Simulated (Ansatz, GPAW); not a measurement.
# STM contrast on La/Ag(100)

Aim: Tersoff-Hamann images of La/Ag(100) at several biases.

Calculated with GPAW 26.7.0 and Ansatz 0.2.0; Ansatz plane waves; slab in vacuum with a dipole correction, relaxation; PAW set soft_1, in the first sound run; inputs show where later runs differ.

## Step 1: Set-up

The cell holds 17 atoms: 16 Ag and 1 La. Its edges and angles: a = 5.784 Å, b = 5.784 Å, c = 25.831 Å, α = 90.0°, β = 90.0°, γ = 90.0°. Vacuum lies along c.

## Step 2: Relaxing the atoms

Forces are removed first; all later runs use this geometry. The lowest 12 atoms are held at bulk positions and keep their forces.

input.yaml reads:

```yaml
crystal:
  lattice:
    - [5.7841334701, 0.0, 0.0]
    - [0.0, 5.7841334701, 0.0]
    - [0.0, 0.0, 25.831]
  atoms:
    - { symbol: Ag, position: [0.25, 0.25, 0.3097053927] }
    - { symbol: Ag, position: [0.0, 0.0, 0.3888738338] }
    - { symbol: Ag, position: [0.25, 0.25, 0.4680422748] }
    - { symbol: Ag, position: [0.0, 0.0, 0.5472107158] }
    - { symbol: Ag, position: [0.25, 0.75, 0.3097053927] }
    - { symbol: Ag, position: [0.0, 0.5, 0.3888738338] }
    - { symbol: Ag, position: [0.25, 0.75, 0.4680422748] }
    - { symbol: Ag, position: [0.0, 0.5, 0.5472107158] }
    - { symbol: Ag, position: [0.75, 0.25, 0.3097053927] }
    - { symbol: Ag, position: [0.5, 0.0, 0.3888738338] }
    - { symbol: Ag, position: [0.75, 0.25, 0.4680422748] }
    - { symbol: Ag, position: [0.5, 0.0, 0.5472107158] }
    - { symbol: Ag, position: [0.75, 0.75, 0.3097053927] }
    - { symbol: Ag, position: [0.5, 0.5, 0.3888738338] }
    - { symbol: Ag, position: [0.75, 0.75, 0.4680422748] }
    - { symbol: Ag, position: [0.5, 0.5, 0.5472107158] }
    - { symbol: La, position: [0.0, 0.0, 0.6902946073] }
kpoints:
  mp_grid: { grid: [6, 6, 1] }
hamiltonian:
  xc: pbe
  pseudopotentials: { kind: paw, azcp: { folder: soft_1 } }
scf:
  occupations: { method: fermi_dirac, width: 0.1 }
efield:
  axis: 3
  dipole_correction: true
  ramp_width: 0.05
relax:
  f_tol: 0.02
  max_steps: 60
  constraints: [{ sites: [0, 1, 2, 4, 5, 6, 8, 9, 10, 12, 13, 14] }]
output:
  write_potential: true
  write_density: true
  volumetric_format: npy
```

Command:

```sh
> ansatz run input.yaml --threads 4 --pin off --max-ram 8192MiB --backend cpu --events-out ev --progress --plain --runs-dir out
```

Numbers of over 12 decimals in the logs are rounded to 6 here.

Output:

```text
Engine: ansatz 0.2.0, aarch64-unknown-linux-gnu
Pseudopotentials: kind: paw
Pseudopotential: Ag, paw, valence charge 19, recommended cutoff 420 eV (normal), soft_1/Ag.paw.azcp
Pseudopotential: La, paw, valence charge 11, recommended cutoff 420 eV (normal), soft_1/La.paw.azcp
Functional definition: PBE
  parameter kappa = 0.804
  parameter beta = 0.066725
  exchange = pbe_x(kappa = kappa, mu = beta*pi^2/3)
  correlation = pbe_c(beta = beta)
Crystal: 17 atoms, lattice volume = 864.207 Å³
Basis set: ecut = 420 eV, 16931 PW (Γ), exchange–correlation on 80×80×360 points (8 copies of the dense FFT grid, shifted against one another)
Bands: 189, of which v1, the nominal top of the filled ones, is band 158 counted from 1 (157 counted from 0)
Symmetry: 8 space group operations
Space group: P4mm (ITA 99), of the structure as read, at distance tolerance 9.5e-5 Å
k-points: 10 of 36
Non-local potential: Ag, projectors of the file, l = 0: 3, l = 1: 2, l = 2: 2, l = 3: 1
Non-local potential: La, projectors of the file, l = 0: 3, l = 1: 2, l = 2: 2, l = 3: 3
PAW form: soft (Blöchl's): semilocal exchange-correlation on the pseudo side does not see the compensation charge
PAW one-centre angular grid: Ag, 590 points (default); XC on 64 Gauss nodes
PAW one-centre angular grid: La, 590 points (default); XC on 64 Gauss nodes
Initial density: superposition of atomic densities (neutral atoms: chi_scale 0, normalization atom)
Initial wavefunctions: pseudopotential atomic-orbital guess
Functional: x = pbe(κ = 0.804, μ = 0.219515), c = pbe(β = 0.066725)
SCF iter   1: F=—  HF=-127698.745133 eV  |F-HF|=—  |Δ(HF+E_count)|=         —  Δρ=3.38e-2  dr2=4.22e1  ethr=3.10e-3  p=-0.000 e·Å  D=-1.84e-7 V/Å  ΔV_dip=0.00 eV  dr2_dipole=1.73e1  V_vac-E_F(+/−)=4.24/4.24 eV  ⟨swp⟩=6.9  Hψ=7455  notcnv=0  defer=15
efield: sawtooth ramp at fractional position 0.9750 (placed from the atoms, in the widest stretch of the axis that holds none; the zero of the levels goes with the place), width 0.0500; the density the first Hamiltonian is built on has a dipole p = -0.000 e·Å; the dipole correction subtracts the counter field D = -1.84e-7 V/Å, which shifts the + side's vacuum level by +0.00 eV against the − side's; the planar-averaged density in the ramp window peaks in size at 2.7e-6 e/Å³
preconditioner: auto → LDOS  [metal: Δε(μ)=0.038 eV  Ē_g=6.783 eV  σ=0.100 eV  W_gap=0.10  n_scr=174 (ndim 8)  ℏωp=17.2 eV  f_vac=0.562  D(μ)=7.40/eV (n_scr^D=30)  β→1.0]
SCF iter   2: F=—  HF=-127701.289875 eV  |F-HF|=—  |Δ(HF+E_count)|=    2.54e0  Δρ=4.85e-2  dr2=1.04e2  ethr=3.10e-3  p=0.581 e·Å  D=1.22e-1 V/Å  ΔV_dip=-3.14 eV  dr2_dipole=5.35e1  V_vac-E_F(+/−)=1.85/4.99 eV  ⟨swp⟩=3.7  Hψ=4751  notcnv=0  defer=48  recentre
SCF iter   3: F=—  HF=-127694.741490 eV  |F-HF|=—  |Δ(HF+E_count)|=    6.55e0  Δρ=2.68e-2  dr2=7.82e0  ethr=3.10e-3  p=0.152 e·Å  D=3.18e-2 V/Å  ΔV_dip=-0.82 eV  dr2_dipole=2.83e-1  V_vac-E_F(+/−)=3.56/4.38 eV  ⟨swp⟩=3.0  Hψ=4988  notcnv=0  defer=62
SCF iter   4: F=—  HF=-127694.281066 eV  |F-HF|=—  |Δ(HF+E_count)|=   4.60e-1  Δρ=4.60e-3  dr2=3.20e0  ethr=2.48e-3  p=0.188 e·Å  D=3.93e-2 V/Å  ΔV_dip=-1.01 eV  dr2_dipole=1.83e0  V_vac-E_F(+/−)=3.25/4.27 eV  ⟨swp⟩=2.4  Hψ=2289  notcnv=0  defer=49
SCF iter   5: F=—  HF=-127694.249498 eV  |F-HF|=—  |Δ(HF+E_count)|=   3.16e-2  Δρ=6.07e-3  dr2=7.12e-1  ethr=1.01e-3  p=0.243 e·Å  D=5.09e-2 V/Å  ΔV_dip=-1.31 eV  dr2_dipole=1.85e-1  V_vac-E_F(+/−)=2.97/4.28 eV  ⟨swp⟩=2.3  Hψ=2002  notcnv=0  defer=49
SCF iter   6: F=—  HF=-127694.203191 eV  |F-HF|=—  |Δ(HF+E_count)|=   4.63e-2  Δρ=2.11e-3  dr2=4.68e-2  ethr=2.26e-4  p=0.263 e·Å  D=5.51e-2 V/Å  ΔV_dip=-1.42 eV  dr2_dipole=6.49e-4  V_vac-E_F(+/−)=2.87/4.29 eV  ⟨swp⟩=1.8  Hψ=2124  notcnv=0  defer=38
SCF iter   7: F=—  HF=-127694.206246 eV  |F-HF|=—  |Δ(HF+E_count)|=   3.05e-3  Δρ=1.67e-3  dr2=4.43e-2  ethr=1.49e-5  p=0.264 e·Å  D=5.52e-2 V/Å  ΔV_dip=-1.43 eV  dr2_dipole=3.75e-3  V_vac-E_F(+/−)=2.84/4.26 eV  ⟨swp⟩=2.0  Hψ=3063  notcnv=0  defer=39
SCF iter   8: F=—  HF=-127694.206047 eV  |F-HF|=—  |Δ(HF+E_count)|=   1.99e-4  Δρ=1.95e-3  dr2=6.01e-2  ethr=1.41e-5  p=0.267 e·Å  D=5.60e-2 V/Å  ΔV_dip=-1.45 eV  dr2_dipole=8.42e-3  V_vac-E_F(+/−)=2.82/4.27 eV  ⟨swp⟩=1.0  Hψ=1847  notcnv=0  defer=39
SCF iter   9: F=—  HF=-127694.205081 eV  |F-HF|=—  |Δ(HF+E_count)|=   9.66e-4  Δρ=1.09e-3  dr2=2.63e-2  ethr=1.41e-5  p=0.271 e·Å  D=5.66e-2 V/Å  ΔV_dip=-1.46 eV  dr2_dipole=6.66e-3  V_vac-E_F(+/−)=2.80/4.26 eV  ⟨swp⟩=1.0  Hψ=1847  notcnv=0  defer=39
SCF iter  10: F=—  HF=-127694.204665 eV  |F-HF|=—  |Δ(HF+E_count)|=   4.16e-4  Δρ=5.48e-4  dr2=6.69e-3  ethr=8.36e-6  p=0.271 e·Å  D=5.67e-2 V/Å  ΔV_dip=-1.47 eV  dr2_dipole=1.73e-3  V_vac-E_F(+/−)=2.79/4.26 eV  ⟨swp⟩=1.0  Hψ=1847  notcnv=0  defer=39
SCF iter  11: F=—  HF=-127694.204274 eV  |F-HF|=—  |Δ(HF+E_count)|=   3.91e-4  Δρ=1.48e-4  dr2=2.54e-4  ethr=2.12e-6  p=0.271 e·Å  D=5.67e-2 V/Å  ΔV_dip=-1.47 eV  dr2_dipole=9.18e-6  V_vac-E_F(+/−)=2.79/4.26 eV  ⟨swp⟩=1.0  Hψ=1870  notcnv=0  defer=40
SCF iter  12: F=-127694.204263 eV  HF=-127694.204263 eV  |F-HF|=2.22e-7  |Δ(HF+E_count)|=   1.10e-5  Δρ=1.25e-5  dr2=2.14e-6  ethr=3.17e-9  p=0.271 e·Å  D=5.68e-2 V/Å  ΔV_dip=-1.47 eV  dr2_dipole=5.53e-7  V_vac-E_F(+/−)=2.79/4.26 eV  ⟨swp⟩=9.9  Hψ=16202  notcnv=0
SCF 1 converged in 12 iterations: F = -127694.204263 eV  dr2 = 2.14e-6
  greatest PAW one-centre occupation: 1.001 electrons in one spin orbital (limit 2), on the Ag atom at site 14 (counted from 0), in its partial waves of l = 0
relax step   1: F+E_penalty+E_count = -127694.20426252 eV  Δ(F+E_penalty+E_count) = +0.000e0 eV  max|allowed force component| = 1.152e0 eV/Å  Δτ_max = 0.0000 Å  (12 SCF iters, dr2 threshold 1.00e-5 eV, accepted)
Initial density: handed on by an earlier stage of this run
Initial wavefunctions: those handed on with the density
iter 1 solved again at ethr=4.55e-5 eV; its pass at ethr=3.10e-3 eV (dr2=1.43e-1 eV) is discarded
SCF iter   1: F=—  HF=-127694.489989 eV  |F-HF|=—  |Δ(HF+E_count)|=         —  Δρ=3.08e-3  dr2=1.51e-1  ethr=4.55e-5  p=0.271 e·Å  D=5.68e-2 V/Å  ΔV_dip=-1.47 eV  dr2_dipole=4.88e-3  V_vac-E_F(+/−)=2.80/4.27 eV  ⟨swp⟩=1.7  Hψ=6084  notcnv=0  defer=34
efield: sawtooth ramp at fractional position 0.9750 (handed on by an earlier solve), width 0.0500; the density the first Hamiltonian is built on has a dipole p = 0.271 e·Å; the dipole correction subtracts the counter field D = 5.68e-2 V/Å, which shifts the + side's vacuum level by -1.47 eV against the − side's; the planar-averaged density in the ramp window peaks in size at 4.8e-6 e/Å³
[...]
relax step   7: F+E_penalty+E_count = -127695.70398619 eV  Δ(F+E_penalty+E_count) = -1.498e-1 eV  max|allowed force component| = 4.627e-1 eV/Å  Δτ_max = 0.2000 Å  (6 SCF iters, dr2 threshold 1.00e-4 eV, accepted)
relax step   8: F+E_penalty+E_count = -127695.73603763 eV  Δ(F+E_penalty+E_count) = -3.205e-2 eV  max|allowed force component| = 3.915e-2 eV/Å  Δτ_max = 0.1358 Å  (6 SCF iters, dr2 threshold 5.65e-5 eV, accepted)
relax step   9: F+E_penalty+E_count = -127695.73604932 eV  Δ(F+E_penalty+E_count) = -1.168e-5 eV  max|allowed force component| = 3.854e-2 eV/Å  Δτ_max = 0.0000 Å  (5 SCF iters, accepted)
relax step  10: F+E_penalty+E_count = -127695.73791314 eV  Δ(F+E_penalty+E_count) = -1.864e-3 eV  max|allowed force component| = 3.354e-2 eV/Å  Δτ_max = 0.0434 Å  (8 SCF iters, accepted)
relax step  11: F+E_penalty+E_count = -127695.73786262 eV  Δ(F+E_penalty+E_count) = +5.052e-5 eV  max|allowed force component| = 5.614e-2 eV/Å  Δτ_max = 0.0063 Å  (5 SCF iters, dr2 threshold 8.52e-7 eV, rejected (line search))
SCF iter   1: F=—  HF=-127695.738194 eV  |F-HF|=—  |Δ(HF+E_count)|=         —  Δρ=8.88e-5  dr2=7.92e-5  ethr=1.98e-7  p=0.365 e·Å  D=7.64e-2 V/Å  ΔV_dip=-1.97 eV  dr2_dipole=2.66e-7  V_vac-E_F(+/−)=2.26/4.24 eV  ⟨swp⟩=3.0  Hψ=3818  notcnv=0  defer=54
efield: sawtooth ramp at fractional position 0.9750 (handed on by an earlier solve), width 0.0500; the density the first Hamiltonian is built on has a dipole p = 0.365 e·Å; the dipole correction subtracts the counter field D = 7.64e-2 V/Å, which shifts the + side's vacuum level by -1.97 eV against the − side's; the planar-averaged density in the ramp window peaks in size at 3.3e-6 e/Å³
preconditioner: auto → LDOS  [metal: Δε(μ)=0.068 eV  Ē_g=6.823 eV  σ=0.100 eV  W_gap=0.16  n_scr=174 (ndim 8)  ℏωp=17.2 eV  f_vac=0.579  D(μ)=8.16/eV (n_scr^D=30)  β→1.0]
SCF iter   2: F=—  HF=-127695.738012 eV  |F-HF|=—  |Δ(HF+E_count)|=   1.82e-4  Δρ=1.00e-4  dr2=9.30e-5  ethr=2.51e-8  p=0.365 e·Å  D=7.64e-2 V/Å  ΔV_dip=-1.97 eV  dr2_dipole=1.19e-7  V_vac-E_F(+/−)=2.26/4.24 eV  ⟨swp⟩=2.7  Hψ=3842  notcnv=0  defer=54
SCF iter   3: F=—  HF=-127695.737996 eV  |F-HF|=—  |Δ(HF+E_count)|=   1.57e-5  Δρ=2.99e-5  dr2=7.88e-6  ethr=2.51e-8  p=0.365 e·Å  D=7.64e-2 V/Å  ΔV_dip=-1.97 eV  dr2_dipole=5.27e-8  V_vac-E_F(+/−)=2.26/4.24 eV  ⟨swp⟩=2.0  Hψ=3414  notcnv=0  defer=54
SCF iter   4: F=—  HF=-127695.737995 eV  |F-HF|=—  |Δ(HF+E_count)|=   1.80e-6  Δρ=5.25e-6  dr2=3.43e-7  ethr=2.50e-9  p=0.365 e·Å  D=7.64e-2 V/Å  ΔV_dip=-1.97 eV  dr2_dipole=2.43e-8  V_vac-E_F(+/−)=2.26/4.24 eV  ⟨swp⟩=2.8  Hψ=3469  notcnv=0  defer=54
SCF iter   5: F=-127695.737995 eV  HF=-127695.737995 eV  |F-HF|=1.80e-8  |Δ(HF+E_count)|=   2.04e-9  Δρ=1.84e-6  dr2=5.07e-8  ethr=3.17e-11  p=0.365 e·Å  D=7.64e-2 V/Å  ΔV_dip=-1.97 eV  dr2_dipole=2.28e-9  V_vac-E_F(+/−)=2.26/4.24 eV  ⟨swp⟩=10.0  Hψ=13649  notcnv=0
SCF 12 converged in 5 iterations: F = -127695.737995 eV  dr2 = 5.07e-8
relax step  12: F+E_penalty+E_count = -127695.73799453 eV  Δ(F+E_penalty+E_count) = -8.140e-5 eV  max|allowed force component| = 4.059e-3 eV/Å  Δτ_max = 0.0030 Å  (5 SCF iters, accepted)
NSCF: frozen V_eff on 10 k-points
the band table was solved once a step of the walk had ended and its energy, with any forces and stress, was formed, with the checks that follow a solve (7944 applications of the Hamiltonian). They found nothing against the state; the energy, forces and stress were not computed again (output.eigenvalues in the input reference)
WARN: The output density's exchange-correlation potential varies sharply where the density is thin. Do not read a vacuum level from v_tot or v_xc, or from such a field of the output density. On a cell that repeats whose density bears no net charge and no dipole along the vacuum's axis use v_es (v_loc + v_h of the components); under efield.dipole_correction with no amplitude use v_es + v_field, which holds any externa [...]
SCF converged after 5 iterations
Free energy (F): -127695.737995 eV
Harris-Foulkes:  -127695.737995 eV  (|F-HF|=1.80e-8)
Internal energy: -127695.445478 eV  (E = F + TS)
E sigma→0 (E₀):  -127695.591736 eV
Entropy (-TS):   -0.292517 eV (-17.207 meV/atom)
Fermi energy:    3.926568 eV
Dipole field:    D = 0.076377 V/Å  (p = 0.364771 e·Å, saw-weighted, corrected)
Work function:   Φ+ = 2.2631 eV   Φ− = 4.2360 eV
Levels:          The Fermi level and band energies are counted from a zero that moves with the ramp; work functions are not
--- Per-component energies (eV) ---
  E_band       = -7919.913485
  E_kinetic    = 7661.095228
  E_local      = -539761.879035  (includes V_loc(G=0)·N_el)
  E_nonlocal   = 598.975337
  E_hartree    = 267490.616149
  E_xc         = -2677.255446
  E_vxc        = -3351.478715  (∫ρ·V_xc dr)
  E_paw        = -68709.429931  (= ΣΔE_a)
  E_vpaw       = -8086.595363  (= ΣTr[D̂ρ^β])
  E_aug_tail   = 0.006011  (compensation charges beyond the density's cutoff)
  E_efield     = 0.013930  (sawtooth field / dipole correction)
  E_vefield    = 38.701950  (∫n·V_field dr)
  E_ewald      = 207702.412280
  E_smearing   = -0.292517  (= −TS)
  E_closure    = -0.000000  (closes the sum)
  Σ components = -127695.737995   (vs F -127695.737995, Δ=0.00e0)
--- Forces (eV/Å), atoms counted from 1 ---
  atom   1  Ag    -0.01230014    -0.01230014    -0.10443567
  atom   2  Ag    -0.00000000     0.00000000    -0.09113579
  atom   3  Ag     0.34317271     0.34317271     0.18808195
  atom   4  Ag    -0.00000000     0.00000000     0.00189642
  atom   5  Ag    -0.01230014     0.01230014    -0.10443567
  atom   6  Ag    -0.00000000     0.00000000    -0.10401767
  atom   7  Ag     0.34317271    -0.34317271     0.18808195
  atom   8  Ag    -0.00000000     0.00000000    -0.00057604
  atom   9  Ag     0.01230014    -0.01230014    -0.10443567
  atom  10  Ag     0.00000000     0.00000000    -0.10401767
  atom  11  Ag    -0.34317271     0.34317271     0.18808195
  atom  12  Ag     0.00000000     0.00000000    -0.00057604
  atom  13  Ag     0.01230014     0.01230014    -0.10443567
  atom  14  Ag     0.00000000     0.00000000    -0.03720400
  atom  15  Ag    -0.34317271    -0.34317271     0.18808195
  atom  16  Ag     0.00000000     0.00000000     0.00405903
  atom  17  La    -0.00000000     0.00000000    -0.00301879
  max |Σ_I F_I| component: 5.43e-6 eV/Å
--- Band table (eV; the first three rows and the last of 10) ---
  k-point 0: bands = [... 154 lower, 3.5041, 3.6106, 3.6106, 3.6406, 3.8033, 4.0836, 4.1462, 4.2571, ... 27 higher]
  k-point 1: bands = [... 154 lower, 3.5649, 3.6280, 3.8235, 3.8490, 4.0479, 4.3507, 4.3916, 4.4424, ... 27 higher]
  k-point 2: bands = [... 154 lower, 3.4461, 3.9309, 4.0152, 4.1909, 4.3876, 4.3906, 4.4325, 4.4460, ... 27 higher]
  k-point 9: bands = [... 154 lower, 2.0814, 2.2153, 3.5133, 3.6716, 3.7448, 3.7448, 4.4337, 4.4372, ... 27 higher]
--- Relaxed structure (12 steps of the walk, 11 accepted, 0 SCFs on fresh bases) ---
  F+E_penalty+E_count = -127695.73799453 eV   max|allowed force component| = 4.059e-3 eV/Å
  atoms:
    - { symbol: Ag, position: [0.25, 0.25, 0.3097053927] }
    - { symbol: Ag, position: [0.0, 0.0, 0.3888738338] }
    - { symbol: Ag, position: [0.25, 0.25, 0.4680422748] }
    - { symbol: Ag, position: [0, 0.0, 0.537315] }
    - { symbol: Ag, position: [0.25, 0.75, 0.3097053927] }
    - { symbol: Ag, position: [0.0, 0.5, 0.3888738338] }
    - { symbol: Ag, position: [0.25, 0.75, 0.4680422748] }
    - { symbol: Ag, position: [0, 0.5, 0.563756] }
    - { symbol: Ag, position: [0.75, 0.25, 0.3097053927] }
    - { symbol: Ag, position: [0.5, 0.0, 0.3888738338] }
    - { symbol: Ag, position: [0.75, 0.25, 0.4680422748] }
    - { symbol: Ag, position: [0.5, 0.0, 0.563756] }
    - { symbol: Ag, position: [0.75, 0.75, 0.3097053927] }
    - { symbol: Ag, position: [0.5, 0.5, 0.3888738338] }
    - { symbol: Ag, position: [0.75, 0.75, 0.4680422748] }
    - { symbol: Ag, position: [0.5, 0.5, 0.555490] }
    - { symbol: La, position: [0, 0.0, 0.640735] }
```

Wall time 7.4 min (4 threads of Arm Neoverse V2, shared host); peak memory 3.6 GiB; 29 min of CPU time.

Relaxation path:

| step | energy less that of the first step (eV) | largest force component (eV/Å) |
| --- | --- | --- |
| 1 | 0.0000 | 1.1518 |
| 2 | -0.2693 | 1.3062 |
| 3 | -0.5738 | 1.3876 |
| 4 | -0.8651 | 1.3627 |
| 5 | -1.1245 | 1.0794 |
| 6 | -1.3500 | 0.9005 |
| 7 | -1.4997 | 0.4627 |
| 8 | -1.5318 | 0.0391 |
| 9 | -1.5318 | 0.0385 |
| 10 | -1.5336 | 0.0335 |
| 11 | -1.5336 | 0.0561 |
| 12 | -1.5337 | 0.0041 |

Relaxation step 11 was tried and not accepted.

Forces are held to the 8 operations that the run works with; a distortion that breaks them can't arise in this run.

The atoms that moved most (Å):

```
atom     dx     dy      dz  length
La17  0.000  0.000  -1.280   1.280
 Ag8  0.000  0.000   0.427   0.427
Ag12  0.000  0.000   0.427   0.427
 Ag4  0.000  0.000  -0.256   0.256
Ag16  0.000  0.000   0.214   0.214
```

Numbers from this step:

```
free energy             : -127695.7380 eV
smearing term TS        : 0.2925 eV
symmetry operations     : 8
upper work function     : 2.263 eV
lower work function     : 4.236 eV
dipole along the normal : 0.3648 e·Å
dipole field            : 0.07638 V/Å
vacuum level above      : 6.190 eV
vacuum level below      : 8.163 eV
```

The electrostatic potential energy of an electron (with the applied field's), less the Fermi level, planar mean oscillates, so the rows of the table below give means over windows of 1 Å about each position, cut where the curve ends. Its maxima inside the range that stand out by 2 % of the span (Å: eV): 2.0: 4.24, 9.0: -0.968, 11.0: -0.947, 13.2: -0.513, 15.6: 0.0156. Its minima: 8.0: -8.14, 10.0: -8.33, 12.2: -8.28, 14.2: -7.69, 16.8: -2.57.

Electrostatic potential energy of an electron (with the applied field's), less the Fermi level, planar mean against z; means over each step:

z (Å), electrostatic potential energy of an electron (with the applied field's), less the Fermi level, planar mean (eV) and a bar from the least value:
```
        0       3.64 #############################
        1       4.21 ##############################
        2       4.24 ##############################
        3       4.24 ##############################
        4       4.23 ##############################
        5       4.21 ##############################
        6       3.94 #############################
        7      -0.04 ###################
        8      -7.67 #
        9      -3.33 ###########
       10      -7.88 
       11      -3.37 ###########
       12      -7.76 
       13      -2.73 #############
       14      -5.79 #####
       15      -3.98 ##########
       16      -1.25 ################
       17      -1.89 ###############
       18       1.14 ######################
       19       2.03 #########################
       20       2.21 #########################
       21       2.25 #########################
       22       2.26 #########################
       23       2.26 #########################
       24       2.26 #########################
       25       2.35 #########################
```

The valence density, planar mean oscillates, so the rows of the table below give means over windows of 2.01 Å about each position, cut where the curve ends. Its maxima inside the range that stand out by 2 % of the span (Å: e/Å³): 8.0: 2.30, 10.0: 2.32, 12.1: 2.31, 14.5: 1.83, 16.5: 0.197. Its minima: 9.0: 0.264, 11.0: 0.266, 13.1: 0.254, 15.8: 0.146.

Valence density, planar mean against z; means over each step:

```
z (Å)  valence density, planar mean (e/Å³)
 3.01                               1.1e-5
 5.02                              0.00169
 7.03                                0.609
 9.04                                 1.09
11.05                                 1.09
13.06                                0.928
15.07                                0.841
17.08                                0.120
19.09                              0.00354
21.10                               1.6e-4
```

The relaxation lowered the energy of the cell by 1.53 eV.

(Continued in part 2 of 3.)

[Logs are printed without paths, hosts, clocks, repeated set-up lines and the standing remarks that a program may print on its own settings, such as how far it seeks lower states.]

[Hosts, paths, dates, database ids (printed as entryN), source tags and the programs' standing remarks are cut or masked in the printed files.]
